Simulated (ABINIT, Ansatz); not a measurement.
# CaC2 (Pnnm): G0W0 on several meshes in ABINIT, part 2 of 2

Wanted: mesh dependence and cost of G0W0 for CaC2 (Pnnm).

ABINIT 10.8.3; PBEsol and many-body steps on it, plane waves. Known limits of the many-body steps: not at the basis limit; coarse k mesh.

So far. Step 4 (4×2×4): The gap on the mesh goes from 2.78 eV to 4.84 eV, a correction of +2.06 eV. Step 5 (Empty states on the mesh, 2×2×2 mesh, 121 bands): On this mesh the gap is 2.775 eV.

**6. Screening, 2×2×2 mesh, 111 bands, screening to 141.5 eV**

This step: RPA screening on PBEsol, plane waves, norm-conserving pseudopotentials.

The input, run.abi:

```
acell 3*1.0 Angstrom
rprim 
  4.407233000000 0.000000000000 0.000000000000
  0.000000000000 5.904349000000 0.000000000000
  0.000000000000 0.000000000000 3.897343000000
ntypat 2
znucl 20 6
natom 6
typat 1 1 2 2 2 2
xred 
  -0.000000000000 -0.000000000000 0.000000000000
  0.500000000000 0.500000000000 0.500000000000
  0.886657000000 0.564468000000 0.000000000000
  0.613343000000 0.064468000000 0.500000000000
  0.386657000000 0.935532000000 0.500000000000
  0.113343000000 0.435532000000 0.000000000000
pp_dirpath "pseudos"
pseudos "Ca.upf, C.upf"
ecut 37
ngkpt 2 2 2
nshiftk 1
shiftk 0 0 0
kptopt 1
chksymbreak 0
istwfk *1
occopt 1
irdwfk 1
optdriver 3
nband 111
ecuteps 5.2
inclvkb 2
awtr 1
symchi 1
indata_prefix "in"
outdata_prefix "out"
tmpdata_prefix "tmp"
```

Run with:

```
$ OMP_NUM_THREADS=1 mpirun -n 8 abinit run.abi > log
```

Numbers of over 12 decimals in the logs are rounded to 6 here.

What it wrote:

```text
.Version 10.8.3 of ABINIT. v10.8.2 released Aug 2026.

 Symmetries : space group Pn n m (# 58); Bravais oP (primitive ortho.)
[... echo of the input left out ...]
== DATASET  1 ==================================================================
-   mpi_nproc: 8, omp_nthreads: 1 (-1 if OMP is not activated)

--- !DatasetInfo
iteration_state: {dtset: 1, }
dimensions: {natom: 6, nkpt: 8, mband: 111, nsppol: 1, nspinor: 1, nspden: 1, mpw: 7400, }
cutoff_energies: {ecut:  37.0, pawecutdg:  -1.0, }
electrons: {nelect:   3.60000000E+01, charge:   0.00000000E+00, occopt:   1.00000000E+00, tsmear:   1.00000000E-02, }

 SCREENING: Calculation of the susceptibility and dielectric matrices

 Based on a program developped by R.W. Godby, V. Olevano, G. Onida, and L. Reining.
 Incorporated in ABINIT by V. Olevano, G.-M. Rignanese, and M. Torrent.
.Using double precision arithmetic ; gwpc =  8

[... cell and pseudopotentials left out ...]
--------------------------------------------------------------------------------

 ==== K-mesh for the wavefunctions ====
 Number of points in the irreducible wedge :     8
[... list of points left out ...]
 Together with  8 symmetry operations and time-reversal symmetry
 yields     8 points in the full Brillouin Zone.

 ==== Q-mesh for the screening function ====
 Number of points in the irreducible wedge :     8
[... list of points left out ...]
 Together with  8 symmetry operations and time-reversal symmetry
 yields     8 points in the full Brillouin Zone.

 setmesh: FFT mesh size selected  =    40x   48x   32
          total number of points  =        61440

 vcoul_init : cutoff-mode = AUXILIARY_FUNCTION
 q-points for optical limit:   1
     1)      0.000010    0.000020    0.000030

- screening: taking advantage of time-reversal symmetry
- Maximum band index for partially occupied states nbvw = 18
- Remaining bands to be divided among processors   nbcw = 93
- Number of bands treated by each node ~11

 Number of electrons calculated from density =   36.0000; Expected =   36.0000
 average of density, n =  0.052602
 r_s =    1.6557
 omega_plasma =   22.1236 [eV]

 calculating chi0 at frequencies [eV] :
  1    0.000000E+00    0.000000E+00
  2    0.000000E+00    2.212357E+01

--------------------------------------------------------------------------------
  q-point number  1        q = ( 0.000000, 0.000000, 0.000000) [r.l.u.]
--------------------------------------------------------------------------------
[... chi0 elements left out ...]
 For q-point:  0.000010 0.000020 0.000030
  dielectric constant =   3.6874
  dielectric constant without local fields =   4.3620

  Average fulfillment of the sum rule on Im[epsilon] for q-point    1 :     61.45  [%]
[... wings left out ...]
  q-point number  2        q = ( 0.500000, 0.000000, 0.000000) [r.l.u.]
--------------------------------------------------------------------------------
[... chi0 elements left out ...]
  Average fulfillment of the sum rule on Im[epsilon] for q-point    2 :     67.36  [%]

 [... 6 further q-points ...]
```

The job ended after 51 s (8 MPI ranks of Intel Xeon Platinum 8375C at 2.90GHz (Ice Lake), shared host; peak memory 2.7 GiB).

This step gave:

| Quantity | Value |
| --- | --- |
| ε∞ with local fields, on this mesh, along the program's q direction | 3.687 |
| the same without local fields | 4.362 |
| plasma frequency | 22.12 eV |
| plane waves in the screening matrix | 397 |

**7. 2×2×2**

This step: G0W0 on PBEsol, plane waves, norm-conserving pseudopotentials.

run.abi, as its differences from that of step 6:

```diff
@@ -27,8 +27,17 @@
 irdwfk 1
-optdriver 3
+optdriver 4
 nband 111
+gwcalctyp 0
+ecutsigx 37
+symsigma 1
+nkptgw 2
+kptgw 
+  0.5000000000 0.0000000000 0.0000000000
+  0.0000000000 0.0000000000 0.0000000000
+bdgw 
+  17 20
+  17 20
 ecuteps 5.2
-inclvkb 2
-awtr 1
-symchi 1
+irdscr 1
+ppmodel 1
 indata_prefix "in"
```

What it wrote:

```text
.Version 10.8.3 of ABINIT. v10.8.2 released Aug 2026.

 Symmetries : space group Pn n m (# 58); Bravais oP (primitive ortho.)
[... echo of the input left out ...]
== DATASET  1 ==================================================================
-   mpi_nproc: 8, omp_nthreads: 1 (-1 if OMP is not activated)

--- !DatasetInfo
iteration_state: {dtset: 1, }
dimensions: {natom: 6, nkpt: 8, mband: 111, nsppol: 1, nspinor: 1, nspden: 1, mpw: 7400, }
cutoff_energies: {ecut:  37.0, pawecutdg:  -1.0, }
electrons: {nelect:   3.60000000E+01, charge:   0.00000000E+00, occopt:   1.00000000E+00, tsmear:   1.00000000E-02, }

 SIGMA: Calculation of the GW corrections

 Based on a program developped by R.W. Godby, V. Olevano, G. Onida, and L. Reining.
 Incorporated in ABINIT by V. Olevano, G.-M. Rignanese, and M. Torrent.
.Using double precision arithmetic ; gwpc =  8

[... cell and pseudopotentials left out ...]
--------------------------------------------------------------------------------

 ==== K-mesh for the wavefunctions ====
 Number of points in the irreducible wedge :     8
[... list of points left out ...]
 Together with  8 symmetry operations and time-reversal symmetry
 yields     8 points in the full Brillouin Zone.

 ==== Q-mesh for screening function ====
 Number of points in the irreducible wedge :     8
[... list of points left out ...]
 Together with  8 symmetry operations and time-reversal symmetry
 yields     8 points in the full Brillouin Zone.

 vcoul_init : cutoff-mode = AUXILIARY_FUNCTION
 q-points for optical limit:   1
     1)      0.000010    0.000020    0.000030
 setmesh: FFT mesh size selected  =    54x   72x   48
          total number of points  =       186624

 Number of electrons calculated from density =   36.0000; Expected =   36.0000
[...]
number of omega for Sigma on real axis              0
 max omega for Sigma on real axis  [eV]           0.00
 zcut for avoiding poles [eV]                     0.10

 EPSILON^-1 parameters (SCR file):
 dimension of the eps^-1 matrix on file            397
 dimension of the eps^-1 matrix used               397
 number of plane-waves for wavefunctions          7325
 number of bands                                   111
 number of q-points in IBZ                           8
 number of frequencies                               2
 number of real frequencies                          1
 number of imag frequencies                          1

 matrix elements of self-energy operator (all in [eV])

 Perturbative Calculation

--- !SelfEnergy_ee
iteration_state: {dtset: 1, }
kpoint     : [   0.500,    0.000,    0.000, ]
spin       : 1
KS_gap     :    5.062
QP_gap     :    7.432
Delta_QP_KS:    2.370
data: !SigmaeeData |
     Band     E0 <VxcDFT>   SigX SigC(E0)      Z dSigC/dE  Sig(E)    E-E0       E
       17   2.203 -14.422 -17.741   2.833   0.781  -0.280 -14.801  -0.379   1.823
       18   2.203 -14.422 -17.741   2.833   0.781  -0.280 -14.801  -0.379   1.823
       19   7.265 -13.410  -7.594  -3.347   0.806  -0.241 -11.420   1.990   9.255
[...]
--- !SelfEnergy_ee
iteration_state: {dtset: 1, }
kpoint     : [   0.000,    0.000,    0.000, ]
spin       : 1
KS_gap     :    3.126
QP_gap     :    5.215
Delta_QP_KS:    2.089
data: !SigmaeeData |
     Band     E0 <VxcDFT>   SigX SigC(E0)      Z dSigC/dE  Sig(E)    E-E0       E
[...]
19   4.978 -11.208  -6.269  -3.026   0.820  -0.219  -9.639   1.569   6.547
       20   5.606 -12.815  -7.380  -3.037   0.815  -0.226 -10.860   1.956   7.562

== END DATASET(S) ==============================================================
================================================================================

 -outvars: echo values of variables after computation  --------
           etotal      0.0000000000E+00
            nband         111
             nkpt           8
          spgroup          58
 [... the other variables as echoed above ...]

 Calculation completed.
```

Elapsed: 20 s, on 8 MPI ranks; peak memory 2.3 GiB; 2.6 min of CPU time.

This step gave:

```
G0W0 gap on the points computed              : 4.724 eV
starting gap on the mesh                     : 2.775 eV
k of the valence top                         : 0.5, 0, 0
k of the conduction bottom                   : 0, 0, 0
Z at the valence top                         : 0.781
Z at the conduction bottom                   : 0.82
least direct G0W0 gap on the computed points : 5.215 eV
```

Against G0W0 in ABINIT (4×2×4 mesh, 111 bands, screening to 141.5 eV, Godby-Needs plasmon pole), the gap moves by −0.112 eV.

**8. Side by side**

Times are wall times on 8 MPI ranks of Intel Xeon Platinum 8375C at 2.90GHz (Ice Lake), shared host, good to a factor of about two. A run's time includes the screening step that it read.

```csv
run,mesh,bands,screening cutoff (eV),DFT gap (eV),gap on the mesh (eV),direct (eV),ε∞ used,time
4×2×4,4×2×4,111,141.5,2.775,4.836,5.275,3.40,5.5 min
2×2×2,2×2×2,111,141.5,2.775,4.724,5.215,3.69,70 s
```

**9. Outcome**

| Property | Result |
| --- | --- |
| 4×2×4 | 4.836 eV |
| 2×2×2 | 4.724 eV |
| known limits | not at the basis limit; coarse k mesh |

What this shows: 2×2×2: −0.112 eV against 4×2×4. Bands and cutoff are finite, so the gap is not at the basis limit. The miss can reach some tenths of an eV and take either sign; the mesh is an error of its own. In the first G0W0 run levels were corrected at 2 k points alone, so a gap called «on the mesh» is the least over those, and an edge elsewhere would be missed. The 4×2×4 mesh is coarse for this cell, which bears on the long-range parts of exchange and screening.

[Paths, hosts, dates, memory and timing lines, banners, echoed tables and standing remarks are left out of the program output.]

[Logs are printed without paths, hosts, clocks, repeated set-up lines and the standing remarks that a program may print on its own settings, such as how far it seeks lower states.]

[Runs of the session that timed out or met a known fault of the program may be left out.]

[No measured gap is set beside runs whose start may be inverted or whose files or cutoffs have a known fault.]

[Hosts, paths, dates, database ids (printed as entryN), source tags and the programs' standing remarks are cut or masked in the printed files.]

[G0W0 gaps are taken among the corrected bands and points alone; a level outside them can change the order at an edge.]

[Where Ansatz stands beside ABINIT at settings called matched, ABINIT's density can come from a denser mesh and the files from another edition; pairs whose starting gaps differed by over 0.03 eV were left out, so agreement reads better than it is.]
